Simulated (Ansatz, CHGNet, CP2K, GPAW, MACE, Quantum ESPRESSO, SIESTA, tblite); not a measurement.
# CP2K runs on random packing of Si31O39C14H16 (at. %) (83 atoms)

Wanted: CP2K inputs and outputs for random packing of Si31O39C14H16 (at. %) (83 atoms), checked against a plane-wave reference.

Method: the method is named at each step, in CP2K 2026.2.

## (1) Set-up

The cell holds 83 atoms: 26 Si, 32 O, 12 C and 13 H. Cell: a = 10.052 Å, b = 10.052 Å, c = 10.052 Å, α = 90.0°, β = 90.0°, γ = 90.0°. 83 atoms (26 Si, 32 O, 12 C, 13 H) packed at random in a cube at 2.29 g/cm³ and pushed apart as soft spheres; a start for melting by ab initio MD, not an equilibrated structure. Then every atom was moved at random, 0.03 Å r.m.s. a Cartesian component (hydrogen 0.6 of that).

The yardstick, on the same geometry:

* method: Kohn-Sham DFT, PBE, PAW, plane waves (Ansatz 0.2.0); cutoff 420 eV, Γ point, fermi-dirac smearing of 0.05 eV; PAW set soft_2
* r.m.s. force component: 1.852 eV/Å
* longest force: 8.771 eV/Å
* pressure: -12.31 GPa
* SCF cycles: 12
* time: 5.2 s on 8 threads of Arm Neoverse V2, shared host
* CPU time: 36 s

## (2) PBE, DZVP-MOLOPT-SR, 600/50 Ry, diagonalisation

Method: Kohn-Sham DFT, PBE, GTH-PBE pseudopotentials, Gaussian and plane waves, DZVP-MOLOPT-SR-GTH, diagonalisation.

input.inp

```
&GLOBAL
  PROJECT cell
  RUN_TYPE ENERGY_FORCE
  PRINT_LEVEL LOW
&END GLOBAL
&FORCE_EVAL
  METHOD QS
  STRESS_TENSOR ANALYTICAL
  &DFT
    BASIS_SET_FILE_NAME BASIS_MOLOPT
    POTENTIAL_FILE_NAME GTH_POTENTIALS
    &MGRID
      CUTOFF 600
      REL_CUTOFF 50
      NGRIDS 5
    &END MGRID
    &QS
      EPS_DEFAULT 1.0E-12
    &END QS
    &SCF
      SCF_GUESS ATOMIC
      EPS_SCF 1.0E-06
      MAX_SCF 200
      ADDED_MOS 14
      &DIAGONALIZATION
        ALGORITHM STANDARD
      &END DIAGONALIZATION
      &SMEAR ON
        METHOD FERMI_DIRAC
        ELECTRONIC_TEMPERATURE [K] 580
      &END SMEAR
      &MIXING
        METHOD BROYDEN_MIXING
        ALPHA 0.3
        NBROYDEN 8
      &END MIXING
      &PRINT
        &RESTART OFF
        &END RESTART
      &END PRINT
    &END SCF
    &XC
      &XC_FUNCTIONAL PBE
      &END XC_FUNCTIONAL
    &END XC
    &PRINT
      &MULLIKEN ON
      &END MULLIKEN
      &LOWDIN ON
      &END LOWDIN
      &HIRSHFELD ON
      &END HIRSHFELD
      &MO ON
        EIGENVALUES T
        OCCUPATION_NUMBERS T
        MO_INDEX_RANGE 168 191
        &EACH
          QS_SCF 0
        &END EACH
        ADD_LAST NUMERIC
      &END MO
    &END PRINT
  &END DFT
  &SUBSYS
    &CELL
      A 10.05190 0.00000 0.00000
      B 0.00000 10.05190 0.00000
      C 0.00000 0.00000 10.05190
    &END CELL
    &TOPOLOGY
      COORD_FILE_NAME structure.xyz
      COORD_FILE_FORMAT XYZ
    &END TOPOLOGY
    &KIND Si
      BASIS_SET DZVP-MOLOPT-SR-GTH-q4
      POTENTIAL GTH-PBE-q4
    &END KIND
    &KIND O
      BASIS_SET DZVP-MOLOPT-SR-GTH-q6
      POTENTIAL GTH-PBE-q6
    &END KIND
    &KIND C
      BASIS_SET DZVP-MOLOPT-SR-GTH-q4
      POTENTIAL GTH-PBE-q4
    &END KIND
    &KIND H
      BASIS_SET DZVP-MOLOPT-SR-GTH-q1
      POTENTIAL GTH-PBE-q1
    &END KIND
  &END SUBSYS
  &PRINT
    &FORCES ON
    &END FORCES
    &STRESS_TENSOR ON
    &END STRESS_TENSOR
  &END PRINT
&END FORCE_EVAL
```

structure.xyz

```xyz
83

Si 3.31341 6.86907 9.26644
Si 1.62348 1.64982 5.94298
Si 9.13004 2.81312 7.73403
Si 1.85488 5.24307 3.40016
Si 4.81255 7.88813 2.04235
Si 8.24899 5.99847 4.45229
Si 1.56046 9.63806 2.88027
Si 3.44871 5.04254 4.86713
Si 1.05384 8.97042 5.46140
Si 0.96649 5.08877 0.35704
Si 2.77734 3.65417 2.26520
Si 2.54564 7.33075 3.29451
Si 8.92126 0.82174 6.47966
Si 8.37534 8.73550 7.55199
Si 2.00244 0.11198 9.70692
Si 5.62705 9.71928 9.15457
Si 6.96365 7.72066 2.85122
Si 0.95905 2.89736 8.71208
Si 6.73930 1.40968 0.09901
Si 3.14936 3.59516 7.83817
Si 8.16677 6.76332 6.73457
Si 9.45391 2.58454 5.26096
Si 3.94929 5.64655 2.79413
Si 4.84381 5.28247 6.47584
Si 5.66394 3.40377 7.27134
Si 9.50518 4.62176 5.85061
O 7.99870 1.23287 2.60163
O 9.54740 3.78082 1.32765
O 1.34987 2.66335 1.61614
O 0.18013 9.86081 0.71570
O 6.09577 4.91779 1.68219
O 8.82687 7.76811 3.60471
O 2.78418 1.98334 0.45455
O 6.89771 0.28638 7.47982
O 0.35805 4.39529 4.02197
O 7.56526 2.94340 9.41752
O 0.82375 7.33819 4.55039
O 1.01293 8.36650 7.63572
O 9.39199 5.93615 9.21468
O 6.01847 9.12160 1.07967
O 6.04994 3.70141 4.53924
O 2.32852 2.99919 4.70258
O 7.77756 8.53969 1.01273
O 3.81118 7.72810 6.75719
O 9.66561 8.55015 8.91222
O 6.80272 2.83604 1.65917
O 7.01763 5.03480 9.31309
O 1.69264 6.61676 8.35222
O 6.17840 6.53705 4.37197
O 3.94648 9.38606 3.16735
O 3.48228 1.81065 6.56490
O 4.36112 7.91698 4.59181
O 4.30643 2.69622 1.75265
O 6.99592 1.92454 5.83734
O 10.04064 4.79124 7.77796
O 7.55863 4.70529 5.72727
[... 23 atom lines left out ...]
H 4.68368 5.58504 8.47697
H 4.42022 3.00321 5.13401
H 2.63279 1.68621 3.23832
H 9.35701 9.82553 3.21530
```

Launch:

```sh
$ OMP_NUM_THREADS=1 mpirun -np 4 cp2k.psmp -i input.inp > output.txt
```

Numbers of over 12 decimals in the logs are rounded to 6 here.

The log of the run:

```text
CP2K| version string:                                       CP2K version 2026.2
 CP2K| Input file name                                                 input.inp
 GLOBAL| Basis set file name                                        BASIS_MOLOPT
 GLOBAL| Potential file name                                      GTH_POTENTIALS
 GLOBAL| Run type                                                   ENERGY_FORCE
 GLOBAL| Total number of message passing processes                             4
 GLOBAL| Number of threads for this process                                    1
 TOTAL NUMBERS AND MAXIMUM NUMBERS
  Total number of            - Atomic kinds:                                   4
                             - Atoms:                                         83
                             - Shell sets:                                    83
                             - Shells:                                       389
                             - Primitive Cartesian functions:                389
                             - Cartesian basis functions:                   1045
                             - Spherical basis functions:                    975
  Maximum angular momentum of- Orbital basis functions:                        2
                             - Local part of the GTH pseudopotential:          2
                             - Non-local part of the GTH pseudopotential:      2
 SCF PARAMETERS         Density guess:                                    ATOMIC
                        max_scf:                                             200
                        eps_scf:                                        1.00E-06
                        added MOs                                        14    0
                        Mixing method:                            BROYDEN_MIXING
                                                charge density mixing in g-space
                        Smear method:                                FERMI_DIRAC
                        Electronic temperature [K]:                        580.0
                        Electronic temperature [a.u.]:                  1.84E-03
                        Accuracy threshold:                             1.00E-10
 Extrapolation method: initial_guess
 Number of electrons:                                                        357
 Number of occupied orbitals:                                                179
 Number of molecular orbitals:                                               193
 Number of orbital functions:                                                975
 Number of independent orbital functions:                                    975
 SCF WAVEFUNCTION OPTIMIZATION
  Step     Update method      Time    Convergence         Total energy    Change
     1 NoMix/Diag. 0.30E+00    2.2     1.25361957      -684.9800447438 -6.85E+02
 *** the last MO => Add more MOs for proper smearing.                   ***
     2 Broy./Diag. 0.30E+00    2.9     1.80679709      -640.3261770768  4.47E+01
 *** the last MO => Add more MOs for proper smearing.                   ***
     3 Broy./Diag. 0.30E+00    2.9     1.71167764      -737.1054233122 -9.68E+01
 *** the last MO => Add more MOs for proper smearing.                   ***
     4 Broy./Diag. 0.30E+00    2.9     0.76779270      -692.5267596565  4.46E+01
[...]
*** the last MO => Add more MOs for proper smearing.                   ***
    51 Broy./Diag. 0.30E+00    2.9     0.00000147      -685.4732586393  8.12E-07
 *** the last MO => Add more MOs for proper smearing.                   ***
    52 Broy./Diag. 0.30E+00    2.9     0.00000099      -685.4732582955  3.44E-07
  *** SCF run converged in    52 steps ***
  Electronic density on regular grids:       -357.0000000000        0.0000000000
  Core density on regular grids:              356.9999999997       -0.0000000003
  Total charge density on r-space grids:       -0.0000000003
  Total charge density g-space grids:          -0.0000000003
  Overlap energy of the core charge distribution:               4.53137e-09
  Self energy of the core charge distribution:              -1773.902686
  Core Hamiltonian energy:                                    473.496734
  Hartree energy:                                             777.299591
  Exchange-correlation energy:                               -162.351860
  Electronic entropic energy:                                  -0.015037
  Fermi energy:                                                 0.137256
  Total energy:                                              -685.473258
  Total energy (extrapolated to T->0):                       -685.465740
 MO| EIGENVALUES AND OCCUPATION NUMBERS
 MO|
 MO|  Index      Eigenvalue [a.u.]        Eigenvalue [eV]             Occupation
 MO|    168               0.119158               3.242443               1.999895
 MO|    169               0.119745               3.258434               1.999855
 MO|    170               0.121647               3.310170               1.999592
[...]
MO|    190               0.155713               4.237170               0.000086
 MO|    191               0.157391               4.282817               0.000035
 MO| Sum:                                                             357.000000
 MO| E(Fermi):            0.137256 a.u.          3.734913 eV
 !-----------------------------------------------------------------------------!
                     Mulliken Population Analysis
 #  Atom  Element  Kind  Atomic population                           Net charge
       1     Si       1          3.799427                              0.200573
       2     Si       1          3.747980                              0.252020
       3     Si       1          3.659965                              0.340035
[...]
# Total charge                            357.000000                 -0.000000
 !-----------------------------------------------------------------------------!
 !-----------------------------------------------------------------------------!
                           Hirshfeld Charges
  #Atom  Element  Kind  Ref Charge     Population                    Net charge
      1       Si     1       4.000          4.166                        -0.166
      2       Si     1       4.000          3.885                         0.115
      3       Si     1       4.000          3.722                         0.278
[...]
82       H      4       1.000          0.463                         0.537
     83       H      4       1.000          0.514                         0.486
  Total Charge                                                           -0.000
 !-----------------------------------------------------------------------------!
 LOWDIN POPULATION ANALYSIS
 #  Atom  Element  Kind  Atomic population                           Net charge
[...]
82     H        4          0.882617                              0.117383
      83     H        4          0.926097                              0.073903
 # Total charge                            357.000000                 -0.000000
 ENERGY| Total FORCE_EVAL ( QS ) energy [hartree]           -685.473258
 FORCES| Atomic forces [hartree/bohr]
 FORCES|   Atom     x               y               z               |f|
 FORCES|      1 -3.51869795E-02 -8.64804319E-03 -4.62409200E-02   5.87463604E-02
 FORCES|      2  6.60132177E-02  1.88889061E-02  4.11697348E-03   6.87857919E-02
 FORCES|      3 -6.80908006E-02  2.21941633E-02  4.18236787E-02   8.29346617E-02
[...]
FORCES|     82 -1.21541962E-02 -7.08450941E-03 -1.05393607E-03   1.41076412E-02
 FORCES|     83  5.60211460E-03  1.01861986E-02  5.09517913E-03   1.26926428E-02
 FORCES| Sum    -6.61515183E-04 -2.81330732E-03  3.54544421E-03
 FORCES| Total atomic force                                       4.57410921E-03
 STRESS| Analytical stress tensor [bar]
 STRESS|                        x                   y                   z
 STRESS|      x       -1.55212569213E+05  -2.27546065438E+03   3.00034527950E+04
 STRESS|      y       -2.27546065438E+03  -1.03906173679E+05  -9.52494869380E+01
 STRESS|      z        3.00034527950E+04  -9.52494869380E+01  -1.25259958648E+05
 STRESS| 1/3 Trace                                            -1.28126233847E+05
```

Run time: 2.7 min. Hardware: 4 MPI ranks of Arm Neoverse V2, shared host; peak memory 3.4 GiB; 11 min of CPU time.

Banners, paths, timers and routine set-up lines are dropped from the logs unmarked, and long logs keep their key lines alone; longer cuts are marked.

Compared with the plane-wave run:

```yaml
r_m_s_force_component: 1.834 eV/Å
r_m_s_difference_of_force_components: 90.08 meV/Å
longest_difference_of_force_vectors: 346.6 meV/Å
force_difference_over_r_m_s_force: 4.865 %
slope_of_forces_against_the_reference_s: 0.9894
correlation_of_force_components: 0.9989
pressure: -12.81 GPa
pressure_difference: -0.5055 GPa
```

Length of the force difference by element (eV/Å):

```csv
element,atoms,mean,most
C,12,0.15,0.26
H,13,0.13,0.35
O,32,0.14,0.27
Si,26,0.15,0.31
```

The surroundings of Si17, whose charge lies farthest from its element's mean, nearest first, numbered as they follow in the input and with coordinates relative to it.

| atom | x | y | z | distance (Å) | Mulliken charge (e) | Fx | Fy | Fz (eV/Å) |
| --- | --- | --- | --- | --- | --- | --- | --- | --- |
| Si17 | 0.00 | 0.00 | 0.00 | 0.00 | 0.50 | 3.73 | -0.40 | -0.90 |
| O32 | 1.86 | 0.05 | 0.75 | 2.01 | -0.37 | -3.15 | -2.46 | -1.15 |
| O49 | -0.79 | -1.18 | 1.52 | 2.08 | -0.29 | 3.95 | 0.27 | -0.37 |
| O43 | 0.81 | 0.82 | -1.84 | 2.17 | -0.30 | -0.55 | 0.42 | 1.14 |
| Si5 | -2.15 | 0.17 | -0.81 | 2.30 | 0.17 | -0.04 | 3.06 | -0.49 |
| O58 | 0.87 | -1.89 | -1.19 | 2.40 | -0.25 | -1.00 | 1.27 | 2.81 |
| O40 | -0.95 | 1.40 | -1.77 | 2.45 | -0.33 | -1.30 | -0.70 | -1.09 |
| Si6 | 1.29 | -1.72 | 1.60 | 2.68 | 0.33 | -0.67 | 0.25 | -2.44 |
| C64 | -0.57 | 0.48 | 2.68 | 2.78 | 0.17 | -1.36 | -0.82 | -0.25 |
| H78 | 0.94 | 2.14 | 1.55 | 2.81 | 0.17 | -0.54 | 0.23 | -0.53 |
| H79 | 2.50 | -1.25 | -0.37 | 2.82 | 0.27 | -1.41 | 0.27 | -0.02 |

Forces lie 4.9 % from the reference's, at 18 times its CPU time (on 4 against 8 cores).

## (3) PBE, SZV-MOLOPT-SR, 600/50 Ry, diagonalisation

Method: Kohn-Sham DFT, PBE, GTH-PBE pseudopotentials, Gaussian and plane waves, SZV-MOLOPT-SR-GTH, diagonalisation.

input.inp: that of step 2 with these lines changed.

```diff
@@ -50,4 +50,2 @@
       &END LOWDIN
-      &HIRSHFELD ON
-      &END HIRSHFELD
       &MO ON
@@ -69,8 +67,31 @@
     &END CELL
-    &TOPOLOGY
-      COORD_FILE_NAME structure.xyz
-      COORD_FILE_FORMAT XYZ
-    &END TOPOLOGY
+    &COORD
+      Si 3.31341 6.86907 9.26644
+      Si 1.62348 1.64982 5.94298
+      Si 9.13004 2.81312 7.73403
+      Si 1.85488 5.24307 3.40016
+      Si 4.81255 7.88813 2.04235
+      Si 8.24899 5.99847 4.45229
+      Si 1.56046 9.63806 2.88027
+      Si 3.44871 5.04254 4.86713
+      Si 1.05384 8.97042 5.46140
+      Si 0.96649 5.08877 0.35704
+      Si 2.77734 3.65417 2.26520
+      Si 2.54564 7.33075 3.29451
+      Si 8.92126 0.82174 6.47966
+      Si 8.37534 8.73550 7.55199
+      Si 2.00244 0.11198 9.70692
+      Si 5.62705 9.71928 9.15457
+      Si 6.96365 7.72066 2.85122
+      Si 0.95905 2.89736 8.71208
+      Si 6.73930 1.40968 0.09901
+      Si 3.14936 3.59516 7.83817
+[... 59 atom lines left out ...]
+      H 4.68368 5.58504 8.47697
+      H 4.42022 3.00321 5.13401
+      H 2.63279 1.68621 3.23832
+      H 9.35701 9.82553 3.21530
+    &END COORD
     &KIND Si
-      BASIS_SET DZVP-MOLOPT-SR-GTH-q4
+      BASIS_SET SZV-MOLOPT-SR-GTH-q4
       POTENTIAL GTH-PBE-q4
@@ -78,3 +99,3 @@
     &KIND O
-      BASIS_SET DZVP-MOLOPT-SR-GTH-q6
+      BASIS_SET SZV-MOLOPT-SR-GTH-q6
       POTENTIAL GTH-PBE-q6
@@ -82,3 +103,3 @@
     &KIND C
-      BASIS_SET DZVP-MOLOPT-SR-GTH-q4
+      BASIS_SET SZV-MOLOPT-SR-GTH-q4
       POTENTIAL GTH-PBE-q4
@@ -86,3 +107,3 @@
     &KIND H
-      BASIS_SET DZVP-MOLOPT-SR-GTH-q1
+      BASIS_SET SZV-MOLOPT-SR-GTH-q1
       POTENTIAL GTH-PBE-q1
```

Launch:

```sh
$ OMP_NUM_THREADS=1 cp2k.psmp -i input.inp > output.txt
```

The log of the run:

```text
CP2K| version string:                                       CP2K version 2026.2
 CP2K| Input file name                                                 input.inp
 GLOBAL| Basis set file name                                        BASIS_MOLOPT
 GLOBAL| Potential file name                                      GTH_POTENTIALS
 GLOBAL| Run type                                                   ENERGY_FORCE
 GLOBAL| Total number of message passing processes                             1
 GLOBAL| Number of threads for this process                                    1
[... lines left out ...]
                        Smear method:                                FERMI_DIRAC
[... lines left out ...]
 Number of electrons:                                                        357
[... lines left out ...]
  Step     Update method      Time    Convergence         Total energy    Change
[... lines left out ...]
  *** SCF run converged in    62 steps ***
[... lines left out ...]
  Fermi energy:                                                 0.184439
  Total energy:                                              -681.739271
  Total energy (extrapolated to T->0):                       -681.731627
[... lines left out ...]
 MO| E(Fermi):            0.184439 a.u.          5.018833 eV
[... lines left out ...]
      82     H        4          0.825498                              0.174502
      83     H        4          0.858146                              0.141854
 # Total charge                            357.000000                 -0.000000
 ENERGY| Total FORCE_EVAL ( QS ) energy [hartree]           -681.739275
 FORCES| Atomic forces [hartree/bohr]
 FORCES|   Atom     x               y               z               |f|
 FORCES|      1  4.37327815E-03 -2.80764352E-03 -2.01699818E-02   2.08287443E-02
 FORCES|      2  4.26337613E-02 -7.32385770E-03  7.85962686E-04   4.32653930E-02
 FORCES|      3 -1.12282227E-01  2.89321861E-02  7.38125941E-02   1.37450605E-01
[...]
FORCES|     82 -1.47012682E-02 -9.78089074E-03  1.90491093E-03   1.77601182E-02
 FORCES|     83  3.37613827E-03  9.25120699E-03  3.24242291E-03   1.03680493E-02
 FORCES| Sum    -3.12204111E-04 -3.70064078E-03  3.64783127E-03
 FORCES| Total atomic force                                       5.20565909E-03
 STRESS| Analytical stress tensor [bar]
 STRESS|                        x                   y                   z
 STRESS|      x        3.65956052025E+04   9.46631690568E+03   1.84853006907E+04
 STRESS|      y        9.46631690568E+03   8.12144528060E+04  -5.72705896011E+03
 STRESS|      z        1.84853006907E+04  -5.72705896011E+03   4.98130117306E+04
 STRESS| 1/3 Trace                                             5.58743565797E+04
```

Run time: 6.5 min. Hardware: 1 thread; peak memory 2.3 GiB.

Against the reference:

- r.m.s. force component: 1.986 eV/Å
- r.m.s. difference of force components: 1021 meV/Å
- longest difference of force vectors: 4072 meV/Å
- force difference over r.m.s. force: 55.15 %
- slope of forces against the reference's: 0.9228
- correlation of force components: 0.8606
- pressure: 5.587 GPa
- pressure difference: 17.89 GPa

This is a coarse setting, run to see what it loses.

Against the first run (4.9 %), the force difference from the reference is 55 %, at 0.61 times the CPU time (on 1 against 4 cores), with 293 basis functions against 975: the smaller basis costs accuracy.

[end of part 1 of 3]

[Also dropped from logs without a mark: logging warnings of Python, and SIESTA's first energy breakdown and zero terms.]

[Logs are printed without paths, hosts, clocks, repeated set-up lines and the standing remarks that a program may print on its own settings, such as how far it seeks lower states.]

[Hosts, paths, dates, database ids (printed as entryN), source tags and the programs' standing remarks are cut or masked in the printed files.]
